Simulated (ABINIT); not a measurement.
An input for ABINIT 10.8.3 (KNaMg2F6 (Fm-3m)):

```
acell 3*1.0 Angstrom
rprim 
  -0.000000000000 4.007551000000 4.007551000000
  4.007551000000 -0.000000000000 4.007551000000
  4.007551000000 4.007551000000 -0.000000000000
ntypat 4
znucl 19 11 12 9
natom 10
typat 1 2 3 3 4 4 4 4 4 4
xred 
  0.000000000000 0.000000000000 0.000000000000
  0.500000000000 0.500000000000 0.500000000000
  0.250000000000 0.250000000000 0.250000000000
  0.750000000000 0.750000000000 0.750000000000
  0.500000000000 0.500000000000 0.000000000000
  0.000000000000 0.000000000000 0.500000000000
  0.500000000000 0.000000000000 0.500000000000
  0.000000000000 0.500000000000 0.000000000000
  0.000000000000 0.500000000000 0.500000000000
  0.500000000000 0.000000000000 0.000000000000
pp_dirpath "pseudos"
pseudos "K.upf, Na.upf, Mg.upf, F.upf"
ecut 38
ngkpt 2 2 2
nshiftk 1
shiftk 0 0 0
kptopt 1
chksymbreak 0
istwfk *1
occopt 1
irdwfk 1
optdriver 3
nband 83
ecuteps 3.2
inclvkb 2
awtr 1
symchi 1
indata_prefix "in"
outdata_prefix "out"
tmpdata_prefix "tmp"
```

```sh
OMP_NUM_THREADS=1 mpirun -n 4 abinit run.abi > log
```

Q: Estimate wall time and host memory on 4 MPI ranks of Arm Neoverse V2, shared host.

It took 19 s; on shared hardware allow 9.5 s to 38 s. Peak host memory was 1.4 GiB.

[Paths, hosts, dates, memory and timing lines, banners, echoed tables and standing remarks are left out of the program output.]

[Logs are printed without paths, hosts, clocks, repeated set-up lines and the standing remarks that a program may print on its own settings, such as how far it seeks lower states.]

[Runs of the session that timed out or met a known fault of the program may be left out.]

[Hosts, paths, dates, database ids (printed as entryN), source tags and the programs' standing remarks are cut or masked in the printed files.]

[G0W0 gaps are taken among the corrected bands and points alone; a level outside them can change the order at an edge.]

[Where Ansatz stands beside ABINIT at settings called matched, ABINIT's density can come from a denser mesh and the files from another edition; pairs whose starting gaps differed by over 0.03 eV were left out, so agreement reads better than it is.]
